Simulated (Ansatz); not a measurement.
# Fe wire along [110], 23 atoms a period: bands along the axis

What gap, if any, does the Fe wire along [110], 23 atoms a period have, and how many channels would it open?

Method: DFT PBE, plane waves, PAW; relaxation of a wire's period; PAW set soft_1, in the first sound run; inputs show where later runs differ, in Ansatz 0.2.0.

**1. Set-up**

The cell holds 23 atoms: 23 Fe. Its edges and angles: a = 15.290 Å, b = 14.804 Å, c = 4.002 Å, α = 90.0°, β = 90.0°, γ = 90.0°. Vacuum lies along a and b. The structure's axis is c.

**2. The relaxed wire**

Band widths follow the bond lengths, so the wire is relaxed first. The atoms and the third cell vector are free; the box across stays fixed as vacuum. Moments are seeded so that a magnetic state can form if it lies lower. A Fermi-Dirac smearing is set since the result may be a metal. The pressure printed is a third of the stress's trace over the whole box, vacuum included; only the stress along the axis is relaxed.

The input, input.yaml:

```yaml
crystal:
  lattice:
    - [15.29, 0.0, 0.0]
    - [0.0, 14.804, 0.0]
    - [0.0, 0.0, 4.0022243815]
  atoms:
    - { symbol: Fe, position: [0.314911707, 0.500015157, 0.0], spin: 2.4 }
    - { symbol: Fe, position: [0.407455853, 0.364841407, 0.0], spin: 2.4 }
    - { symbol: Fe, position: [0.5, 0.229667657, 0.0], spin: 2.4 }
    - { symbol: Fe, position: [0.5, 0.500015157, 0.0], spin: 2.4 }
    - { symbol: Fe, position: [0.592544147, 0.364841407, 0.0], spin: 2.4 }
    - { symbol: Fe, position: [0.685088293, 0.500015157, 0.0], spin: 2.4 }
    - { symbol: Fe, position: [0.22236756, 0.500015157, 0.5], spin: 2.4 }
    - { symbol: Fe, position: [0.314911707, 0.364841407, 0.5], spin: 2.4 }
    - { symbol: Fe, position: [0.314911707, 0.635188907, 0.5], spin: 2.4 }
    - { symbol: Fe, position: [0.407455853, 0.229667657, 0.5], spin: 2.4 }
    - { symbol: Fe, position: [0.407455853, 0.500015157, 0.5], spin: 2.4 }
    - { symbol: Fe, position: [0.407455853, 0.770362656, 0.5], spin: 2.4 }
    - { symbol: Fe, position: [0.5, 0.364841407, 0.5], spin: 2.4 }
    - { symbol: Fe, position: [0.5, 0.635188907, 0.5], spin: 2.4 }
    - { symbol: Fe, position: [0.592544147, 0.229667657, 0.5], spin: 2.4 }
    - { symbol: Fe, position: [0.592544147, 0.500015157, 0.5], spin: 2.4 }
    - { symbol: Fe, position: [0.592544147, 0.770362656, 0.5], spin: 2.4 }
    - { symbol: Fe, position: [0.685088293, 0.364841407, 0.5], spin: 2.4 }
    - { symbol: Fe, position: [0.685088293, 0.635188907, 0.5], spin: 2.4 }
    - { symbol: Fe, position: [0.77763244, 0.500015157, 0.5], spin: 2.4 }
    - { symbol: Fe, position: [0.407455853, 0.635188907, 0.0], spin: 2.4 }
    - { symbol: Fe, position: [0.5, 0.770362656, 0.0], spin: 2.4 }
    - { symbol: Fe, position: [0.592544147, 0.635188907, 0.0], spin: 2.4 }
magnetization:
  spin_polarized: true
kpoints:
  mp_grid: { grid: [1, 1, 20] }
scf:
  occupations: { method: fermi_dirac, width: 0.05 }
hamiltonian:
  xc: pbe
  pseudopotentials: { kind: paw, azcp: { folder: soft_1 } }
relax:
  cell: { fix: [a, b, alpha, beta, gamma] }
  max_steps: 45
  f_tol: 0.03
```

Started as:

```sh
$ ansatz run input.yaml --threads 4 --pin off --max-ram 16384MiB --backend cpu --events-out ev --progress --plain --runs-dir out
```

Numbers of over 12 decimals in the logs are rounded to 6 here.

The log of the run:

```text
Engine: ansatz 0.2.0, aarch64-unknown-linux-gnu
Pseudopotentials: kind: paw
Pseudopotential: Fe, paw, valence charge 16, recommended cutoff 420 eV (normal), soft_1/Fe.paw.azcp
Functional definition: PBE
  parameter kappa = 0.804
  parameter beta = 0.066725
  exchange = pbe_x(kappa = kappa, mu = beta*pi^2/3)
  correlation = pbe_c(beta = beta)
Crystal: 23 atoms, lattice volume = 905.916 Å³
Basis set: ecut = 420 eV, 17723 PW (Γ), exchange–correlation on 216×200×54 points (8 copies of the dense FFT grid, shifted against one another)
Bands: 254, of which v1, the nominal top of the filled ones, is band 184 counted from 1 (183 counted from 0)
Symmetry: 8 space group operations
Space group: Pmmm (ITA 47), of the structure as read, at distance tolerance 9.7e-5 Å
Magnetic group: BNS 47.249 (UNI 347), of the structure as read, at distance tolerance 9.7e-5 Å
k-points: 11 of 20
Non-local potential: Fe, projectors of the file, l = 0: 3, l = 1: 2, l = 2: 3, l = 3: 1
PAW form: soft (Blöchl's): semilocal exchange-correlation on the pseudo side does not see the compensation charge
PAW one-centre angular grid: Fe, 590 points (default); XC on 64 Gauss nodes
Initial density: superposition of atomic densities (neutral atoms: chi_scale 0, normalization atom)
Starting moments: Σ|m| = 55.2 μB on 23 of 23 sites
Initial wavefunctions: pseudopotential atomic-orbital guess
Functional: x = pbe(κ = 0.804, μ = 0.219515), c = pbe(β = 0.066725)
SCF iter   1: F=—  HF=-103023.550015 eV  |F-HF|=—  |Δ(HF+E_count)|=         —  Δρ=3.93e-2 (↑1.97e-2 ↓3.93e-2)  dr2=7.79e1  dr2_m=5.09e0  M=57.112 μB ∫|m|=57.624 μB  β_m=0.30  ethr=3.10e-3  ⟨swp⟩=7.9  Hψ=25897  notcnv=0  defer=394
Mixer restart at iter 1: flushing history
preconditioner: auto → LDOS  [metal: Δε(μ)=0.003 eV  Ē_g=5.652 eV  σ=0.050 eV  W_gap=0.02  n_scr=202 (ndim 8)  ℏωp=16.7 eV  f_vac=0.572  D(μ)=35.37/eV (n_scr^D=294)]
spin=Collinear: LDOS preconditioning applied to the charge; magnetization (m = ρ↑ − ρ↓) channel mixes plain (no charge-response kernel on spin).
SCF iter   2: F=—  HF=-103015.298079 eV  |F-HF|=—  |Δ(HF+E_count)|=    8.25e0  Δρ=2.62e-2 (↑2.62e-2 ↓2.23e-2)  dr2=1.39e1  dr2_m=3.99e0  M=58.603 μB ∫|m|=59.445 μB  β_m=0.38  ethr=3.10e-3  ⟨swp⟩=3.1  Hψ=10326  notcnv=0  defer=703
SCF iter   3: F=—  HF=-103025.360740 eV  |F-HF|=—  |Δ(HF+E_count)|=    1.01e1  Δρ=1.52e-2 (↑1.09e-2 ↓1.52e-2)  dr2=4.79e-1  dr2_m=1.32e0  M=59.147 μB ∫|m|=60.421 μB  β_m=0.44  ethr=3.10e-3  ⟨swp⟩=2.9  Hψ=9678  notcnv=0  defer=705
SCF iter   4: F=—  HF=-103029.044347 eV  |F-HF|=—  |Δ(HF+E_count)|=    3.68e0  Δρ=9.98e-3 (↑9.98e-3 ↓8.04e-3)  dr2=1.99e-1  dr2_m=6.41e-1  M=60.092 μB ∫|m|=61.796 μB  β_m=0.72  ethr=1.30e-4  ⟨swp⟩=3.2  Hψ=10439  notcnv=0  defer=705
SCF iter   5: F=—  HF=-103030.918540 eV  |F-HF|=—  |Δ(HF+E_count)|=         —  Δρ=5.39e-3 (↑5.39e-3 ↓4.39e-3)  dr2=4.72e-1  dr2_m=1.27e-1  M=61.939 μB ∫|m|=64.329 μB  β_m=0.72  ethr=5.42e-5  ⟨swp⟩=3.1  Hψ=11965  notcnv=0  defer=704
SCF iter   6: F=—  HF=-103030.847423 eV  |F-HF|=—  |Δ(HF+E_count)|=   7.11e-2  Δρ=2.21e-3 (↑1.88e-3 ↓2.21e-3)  dr2=5.41e-2  dr2_m=1.90e-2  M=61.901 μB ∫|m|=64.461 μB  β_m=0.70  ethr=5.42e-5  ⟨swp⟩=2.6  Hψ=9896  notcnv=0  defer=704
SCF iter   7: F=—  HF=-103030.889024 eV  |F-HF|=—  |Δ(HF+E_count)|=   4.16e-2  Δρ=1.20e-3 (↑1.20e-3 ↓9.96e-4)  dr2=6.97e-3  dr2_m=8.22e-3  M=62.026 μB ∫|m|=64.499 μB  β_m=0.74  ethr=1.47e-5  ⟨swp⟩=2.0  Hψ=9546  notcnv=0  defer=704
SCF iter   8: F=—  HF=-103030.889400 eV  |F-HF|=—  |Δ(HF+E_count)|=   3.76e-4  Δρ=6.55e-4 (↑5.01e-4 ↓6.55e-4)  dr2=6.83e-3  dr2_m=1.19e-3  M=62.089 μB ∫|m|=64.581 μB  β_m=0.72  ethr=1.89e-6  ⟨swp⟩=3.4  Hψ=11300  notcnv=0  defer=704
SCF iter   9: F=—  HF=-103030.889467 eV  |F-HF|=—  |Δ(HF+E_count)|=   6.75e-5  Δρ=2.85e-4 (↑2.85e-4 ↓1.72e-4)  dr2=1.30e-3  dr2_m=1.39e-4  M=62.102 μB ∫|m|=64.609 μB  β_m=0.63  ethr=1.86e-6  ⟨swp⟩=2.1  Hψ=9330  notcnv=0  defer=704
SCF iter  10: F=—  HF=-103030.889154 eV  |F-HF|=—  |Δ(HF+E_count)|=   3.13e-4  Δρ=8.94e-5 (↑8.94e-5 ↓7.15e-5)  dr2=1.44e-4  dr2_m=3.06e-5  M=62.104 μB ∫|m|=64.609 μB  β_m=0.67  ethr=3.53e-7  ⟨swp⟩=2.0  Hψ=7836  notcnv=0  defer=704
SCF iter  11: F=—  HF=-103030.889190 eV  |F-HF|=—  |Δ(HF+E_count)|=   3.59e-5  Δρ=4.54e-5 (↑4.54e-5 ↓2.75e-5)  dr2=2.28e-5  dr2_m=5.81e-6  M=62.108 μB ∫|m|=64.611 μB  β_m=0.70  ethr=3.92e-8  ⟨swp⟩=2.2  Hψ=7749  notcnv=0  defer=704
SCF iter  12: F=—  HF=-103030.889192 eV  |F-HF|=—  |Δ(HF+E_count)|=   1.15e-6  Δρ=2.64e-5 (↑2.64e-5 ↓1.48e-5)  dr2=7.58e-6  dr2_m=1.60e-6  M=62.109 μB ∫|m|=64.611 μB  β_m=0.65  ethr=6.20e-9  ⟨swp⟩=2.7  Hψ=9133  notcnv=0  defer=704
SCF iter  13: F=—  HF=-103030.889191 eV  |F-HF|=—  |Δ(HF+E_count)|=   5.16e-7  Δρ=1.25e-5 (↑1.25e-5 ↓7.46e-6)  dr2=1.80e-6  dr2_m=2.96e-7  M=62.111 μB ∫|m|=64.613 μB  β_m=0.56  ethr=2.06e-9  ⟨swp⟩=2.2  Hψ=9566  notcnv=0  defer=704
SCF iter  14: F=—  HF=-103030.889191 eV  |F-HF|=—  |Δ(HF+E_count)|=   2.06e-7  Δρ=3.86e-6 (↑3.86e-6 ↓3.69e-6)  dr2=1.20e-7  dr2_m=8.61e-8  M=62.110 μB ∫|m|=64.612 μB  β_m=0.71  ethr=4.90e-10  ⟨swp⟩=2.9  Hψ=9723  notcnv=0  defer=704
SCF iter  15: F=—  HF=-103030.889191 eV  |F-HF|=—  |Δ(HF+E_count)|=   1.53e-7  Δρ=2.38e-6 (↑2.03e-6 ↓2.38e-6)  dr2=9.28e-8  dr2_m=1.30e-8  M=62.110 μB ∫|m|=64.612 μB  β_m=0.64  ethr=3.27e-11  ⟨swp⟩=2.5  Hψ=10030  notcnv=0  defer=704
SCF iter  16: F=-103030.889191 eV  HF=-103030.889191 eV  |F-HF|=3.40e-8  |Δ(HF+E_count)|=   7.80e-9  Δρ=1.11e-6 (↑7.91e-7 ↓1.11e-6)  dr2=3.83e-8  dr2_m=1.67e-9  M=62.110 μB ∫|m|=64.612 μB  ethr=2.52e-11  ⟨swp⟩=2.5  Hψ=18267  notcnv=0
SCF 1 converged in 16 iterations: F = -103030.889191 eV  dr2 = 3.83e-8
  greatest PAW one-centre occupation: 1.002 electrons in one spin orbital (limit 2), on the Fe atom at site 19 (counted from 0), in its partial waves of l = 1
relax step   1: F+E_penalty+E_count = -103030.88919097 eV  Δ(F+E_penalty+E_count) = +0.000e0 eV  max|allowed force component| = 9.715e-1 eV/Å  Δτ_max = 0.0000 Å  P = -1.502 GPa  Ω = 905.916 Å³  fix = [a, b, alpha, beta, gamma]  reactions: a -0.802, b -1.514 GPa  (16 SCF iters, dr2 threshold 1.00e-7 eV, accepted)
Crystal: 23 atoms, lattice volume = 893.459 Å³
Basis set: ecut = 420 eV, 17551 PW (Γ), exchange–correlation on 216×200×54 points (8 copies of the dense FFT grid, shifted against one another)
Initial density: handed on by an earlier stage of this run
Starting moments: Σ|m| = 55.2 μB on 23 of 23 sites; this step starts from the density that it was given
Initial wavefunctions: those handed on with the density
iter 1 solved again at ethr=1.33e-4 eV; its pass at ethr=3.10e-3 eV (dr2=4.89e-1 eV) is discarded
[...]
SCF iter   4: F=—  HF=-103031.629723 eV  |F-HF|=—  |Δ(HF+E_count)|=   3.50e-6  Δρ=1.53e-5 (↑1.53e-5 ↓9.72e-6)  dr2=6.42e-6  dr2_m=6.83e-7  M=60.789 μB ∫|m|=63.153 μB  β_m=0.50  ethr=2.81e-9  ⟨swp⟩=2.1  Hψ=8666  notcnv=0
SCF iter   5: F=—  HF=-103031.629727 eV  |F-HF|=—  |Δ(HF+E_count)|=   4.21e-6  Δρ=7.88e-6 (↑7.88e-6 ↓5.54e-6)  dr2=8.12e-7  dr2_m=2.54e-7  M=60.787 μB ∫|m|=63.151 μB  β_m=0.63  ethr=1.75e-9  ⟨swp⟩=2.1  Hψ=7554  notcnv=0
SCF iter   6: F=—  HF=-103031.629729 eV  |F-HF|=—  |Δ(HF+E_count)|=   1.98e-6  Δρ=3.75e-6 (↑3.75e-6 ↓2.78e-6)  dr2=1.74e-7  dr2_m=5.11e-8  M=60.786 μB ∫|m|=63.150 μB  β_m=0.69  ethr=2.21e-10  ⟨swp⟩=3.0  Hψ=10805  notcnv=0
SCF iter   7: F=—  HF=-103031.629729 eV  |F-HF|=—  |Δ(HF+E_count)|=   2.60e-9  Δρ=1.61e-6 (↑1.61e-6 ↓9.26e-7)  dr2=7.41e-8  dr2_m=3.85e-9  M=60.785 μB ∫|m|=63.150 μB  β_m=0.59  ethr=4.73e-11  ⟨swp⟩=2.2  Hψ=9694  notcnv=0
SCF iter   8: F=—  HF=-103031.629729 eV  |F-HF|=—  |Δ(HF+E_count)|=   7.81e-9  Δρ=4.44e-7 (↑4.44e-7 ↓3.24e-7)  dr2=2.53e-9  dr2_m=5.17e-10  M=60.785 μB ∫|m|=63.150 μB  β_m=0.56  ethr=2.01e-11  ⟨swp⟩=2.1  Hψ=7703  notcnv=0
SCF iter   9: F=—  HF=-103031.629729 eV  |F-HF|=—  |Δ(HF+E_count)|=   4.47e-8  Δρ=2.12e-7 (↑2.12e-7 ↓1.91e-7)  dr2=4.18e-10  dr2_m=2.03e-10  M=60.785 μB ∫|m|=63.150 μB  β_m=0.63  ethr=1.00e-12  ⟨swp⟩=3.0  Hψ=9600  notcnv=0
SCF iter  10: F=—  HF=-103031.629729 eV  |F-HF|=—  |Δ(HF+E_count)|=  2.91e-10  Δρ=1.04e-7 (↑7.35e-8 ↓1.04e-7)  dr2=6.07e-11  dr2_m=4.55e-11  M=60.785 μB ∫|m|=63.150 μB  β_m=0.73  ethr=1.00e-12  ⟨swp⟩=1.9  Hψ=6223  notcnv=0
SCF iter  11: F=-103031.629729 eV  HF=-103031.629729 eV  |F-HF|=2.76e-10  |Δ(HF+E_count)|=  3.93e-10  Δρ=8.89e-8 (↑7.52e-8 ↓8.89e-8)  dr2=1.58e-10  dr2_m=1.70e-11  M=60.785 μB ∫|m|=63.150 μB  ethr=1.00e-12  ⟨swp⟩=3.0  Hψ=17920  notcnv=0
SCF 7 converged in 11 iterations: F = -103031.629729 eV  dr2 = 1.58e-10
relax step   7: F+E_penalty+E_count = -103031.62972875 eV  Δ(F+E_penalty+E_count) = +1.693e-2 eV  max|allowed force component| = 2.195e-2 eV/Å  Δτ_max = 0.0000 Å  P = -0.007 GPa  Ω = 867.061 Å³  fix = [a, b, alpha, beta, gamma]  reactions: a +0.001, b -0.020 GPa  stress off target by 1.80e-3 GPa on what of the cell is left free  SCF on the basis re-selected at this cell (its energy is not comparable with the rows above)  (11 SCF iters)
basis re-selected at this cell: Δ(F+E_penalty+E_count) = +1.693e-2 eV, ΔP = +0.008 GPa vs the last step (what re-selecting the basis moved, of the pressure what is left beyond the Pulay correction that the steps carried, after the strain that the cell walked since its last selection, with what the two solves' SCF thresholds leave and, on support functions, any second-order correction that the steps lacked; it is no m [...]
SCF converged after 11 iterations
Magnetization: 60.7853 μB (214.3927 up, 153.6073 down)
Absolute magnetization: 63.1562 μB (∫|ρ↑−ρ↓|, with the PAW one-centre terms)
Spin contamination: 1.0129 ħ² per cell (⟨S²⟩ above its minimum at these occupations)
Per-site moments (μB) at R_I (Å): [(2.425049, 0.975864), (2.487152, 1.000905), (2.526318, 0.983845), (2.325366, 0.998257), (2.487152, 1.000905), (2.425049, 0.975864), (2.709501, 0.964310), (2.742153, 0.964310), (2.742153, 0.964310), (2.807512, 0.979852), (2.256690, 0.997432), (2.807512, 0.979852), (2.321829, 0.979852), (2.321829, 0.979852), (2.807512, 0.979852), (2.256690, 0.997432), (2.807512, 0.979852), (2.742153, 0.964310), (2.742153, 0.964310), (2.709501, 0.964310), (2.487152, 1.000905), (2.526318, 0.983845), (2.487152, 1.000905)]
Free energy (F): -103031.629729 eV
Harris-Foulkes:  -103031.629729 eV  (|F-HF|=2.76e-10)
Internal energy: -103031.481474 eV  (E = F + TS)
E sigma→0 (E₀):  -103031.555601 eV
Entropy (-TS):   -0.148255 eV (-6.446 meV/atom)
Fermi energy:    3.028289 eV
--- Per-component energies (eV) ---
  E_band       = -10548.151320
  E_kinetic    = 7582.905560
  E_local      = -328496.304566  (includes V_loc(G=0)·N_el)
  E_nonlocal   = 6733.303375
  E_hartree    = 157214.388961
  E_xc         = -2513.500413
  E_vxc        = -3225.846157  (∫ρ·V_xc dr)
  E_paw        = -31837.926654  (= ΣΔE_a)
  E_vpaw       = -7570.965693  (= ΣTr[D̂ρ^β])
  E_aug_tail   = -0.022663  (compensation charges beyond the density's cutoff)
  E_ewald      = 88285.674927
  E_smearing   = -0.148255  (= −TS)
  E_closure    = 0.000000  (closes the sum)
  Σ components = -103031.629729   (vs F -103031.629729, Δ=0.00e0)
--- Forces (eV/Å), atoms counted from 1 ---
  atom   1  Fe     0.00249884    -0.00000000    -0.00000000
  atom   2  Fe    -0.00211327    -0.00547337     0.00000000
  atom   3  Fe    -0.00000000     0.00763215     0.00000000
  atom   4  Fe     0.00000000     0.00000000     0.00000000
  atom   5  Fe     0.00211327    -0.00547337    -0.00000000
  atom   6  Fe    -0.00249884     0.00000000     0.00000000
  atom   7  Fe     0.00027396     0.00000000    -0.00000000
  atom   8  Fe     0.00287745    -0.00437750    -0.00000000
  atom   9  Fe     0.00287745     0.00437750    -0.00000000
  atom  10  Fe    -0.00326140    -0.00147547     0.00000000
  atom  11  Fe    -0.00763221    -0.00000000     0.00000000
  atom  12  Fe    -0.00326140     0.00147547     0.00000000
  atom  13  Fe    -0.00000000     0.02194698     0.00000000
  atom  14  Fe     0.00000000    -0.02194698    -0.00000000
  atom  15  Fe     0.00326140    -0.00147547    -0.00000000
  atom  16  Fe     0.00763221    -0.00000000    -0.00000000
  atom  17  Fe     0.00326140     0.00147547    -0.00000000
  atom  18  Fe    -0.00287745    -0.00437750     0.00000000
  atom  19  Fe    -0.00287745     0.00437750     0.00000000
  atom  20  Fe    -0.00027396    -0.00000000     0.00000000
  atom  21  Fe    -0.00211327     0.00547337     0.00000000
  atom  22  Fe     0.00000000    -0.00763215    -0.00000000
  atom  23  Fe     0.00211327     0.00547337    -0.00000000
  max |Σ_I F_I| component: 4.34e-18 eV/Å
--- Stress (GPa, compression-positive) ---
        0.000669       0.000000       0.000000
        0.000000      -0.020151       0.000000
        0.000000       0.000000      -0.001800
  P = ⅓ Tr σ = -0.0071 GPa (-0.071 kbar)
--- Relaxed structure (6 steps of the walk, 6 accepted, 1 SCFs on fresh bases) ---
  F+E_penalty+E_count = -103031.62972875 eV   max|allowed force component| = 2.195e-2 eV/Å   (the final SCF, on the basis selected at the relaxed cell)
  cell:  # Å, volume = 867.0613 Å³
    - [15.29, 0, 0]
    - [0, 14.804, 0]
    - [0, 0, 3.830569]
  atoms:
    - { symbol: Fe, position: [0.306722, 0.500015, 0] }
    - { symbol: Fe, position: [0.402705, 0.361724, 0] }
    - { symbol: Fe, position: [0.500000, 0.232194, 0] }
    - { symbol: Fe, position: [0.500000, 0.500015, 0] }
    - { symbol: Fe, position: [0.597295, 0.361724, 0] }
    - { symbol: Fe, position: [0.693278, 0.500015, 0] }
    - { symbol: Fe, position: [0.215901, 0.500015, 0.500000] }
    - { symbol: Fe, position: [0.304880, 0.371600, 0.500000] }
    - { symbol: Fe, position: [0.304880, 0.628430, 0.500000] }
    - { symbol: Fe, position: [0.407230, 0.238341, 0.500000] }
    - { symbol: Fe, position: [0.403254, 0.500015, 0.500000] }
    - { symbol: Fe, position: [0.407230, 0.761689, 0.500000] }
    - { symbol: Fe, position: [0.500000, 0.367049, 0.500000] }
    - { symbol: Fe, position: [0.500000, 0.632981, 0.500000] }
    - { symbol: Fe, position: [0.592770, 0.238341, 0.500000] }
    - { symbol: Fe, position: [0.596746, 0.500015, 0.500000] }
    - { symbol: Fe, position: [0.592770, 0.761689, 0.500000] }
    - { symbol: Fe, position: [0.695120, 0.371600, 0.500000] }
    - { symbol: Fe, position: [0.695120, 0.628430, 0.500000] }
    - { symbol: Fe, position: [0.784099, 0.500015, 0.500000] }
    - { symbol: Fe, position: [0.402705, 0.638306, 0] }
    - { symbol: Fe, position: [0.500000, 0.767836, 0] }
    - { symbol: Fe, position: [0.597295, 0.638306, 0] }
```

It took 29 min on 4 threads of Arm Neoverse V1, shared host; peak memory 6.2 GiB; 1.9 h of CPU time.

Relaxation path:

```csv
step,energy less that of the first step (eV),largest force component (eV/Å),pressure (GPa),volume (Å³)
1,0.0000,0.9715,-1.50,905.92
2,-0.5351,0.4718,-0.71,893.46
3,-0.7237,0.2905,0.40,874.60
4,-0.7477,0.0458,-0.10,874.73
5,-0.7549,0.0503,0.00,868.78
6,-0.7575,0.0218,-0.02,867.06
7*,-0.7405,0.0219,-0.01,867.06
```

Relaxation steps marked * repeat the geometry before them on a plane-wave basis chosen anew for their cell, so energy and pressure can jump there.

The run keeps the 8 symmetry operations that it works with, so distortions that break them were not tested.

```csv
cell as run,before,after,change
c (Å),4.002,3.831,-4.3 %
```

The atoms that moved most (Å, along periodic axes as changes of fractional coordinates times the final cell, across vacuum about the mean position):

```csv
atom,dx,dy,dz,length
Fe9,-0.153,-0.100,0.000,0.183
Fe19,0.153,-0.100,0.000,0.183
Fe18,0.153,0.100,0.000,0.183
Fe8,-0.153,0.100,0.000,0.183
Fe15,0.003,0.128,0.000,0.128
Fe10,-0.003,0.128,0.000,0.128
Fe17,0.003,-0.128,0.000,0.128
Fe12,-0.003,-0.128,0.000,0.128
```

Numbers from this step:

| Property | Result |
| --- | --- |
| energy at zero smearing | -103031.5556 eV |
| total moment | 60.79 μB |
| absolute moment | 63.16 μB |
| cell length along the wire | 3.831 Å |

Site moment by atom:

```csv
atom,site moment (μB)
Fe1,2.43
Fe2,2.49
Fe3,2.53
Fe4,2.33
Fe5,2.49
Fe6,2.43
Fe7,2.71
Fe8,2.74
Fe9,2.74
Fe10,2.81
Fe11,2.26
Fe12,2.81
Fe13,2.32
Fe14,2.32
Fe15,2.81
Fe16,2.26
Fe17,2.81
Fe18,2.74
Fe19,2.74
Fe20,2.71
Fe21,2.49
Fe22,2.53
Fe23,2.49
```

The cell's length comes to 3.831 Å with an absolute moment of 63.16 μB a cell.

(Part 1 of 2 ends here.)

[Logs are printed without paths, hosts, clocks, repeated set-up lines and the standing remarks that a program may print on its own settings, such as how far it seeks lower states.]

[Hosts, paths, dates, database ids (printed as entryN), source tags and the programs' standing remarks are cut or masked in the printed files.]
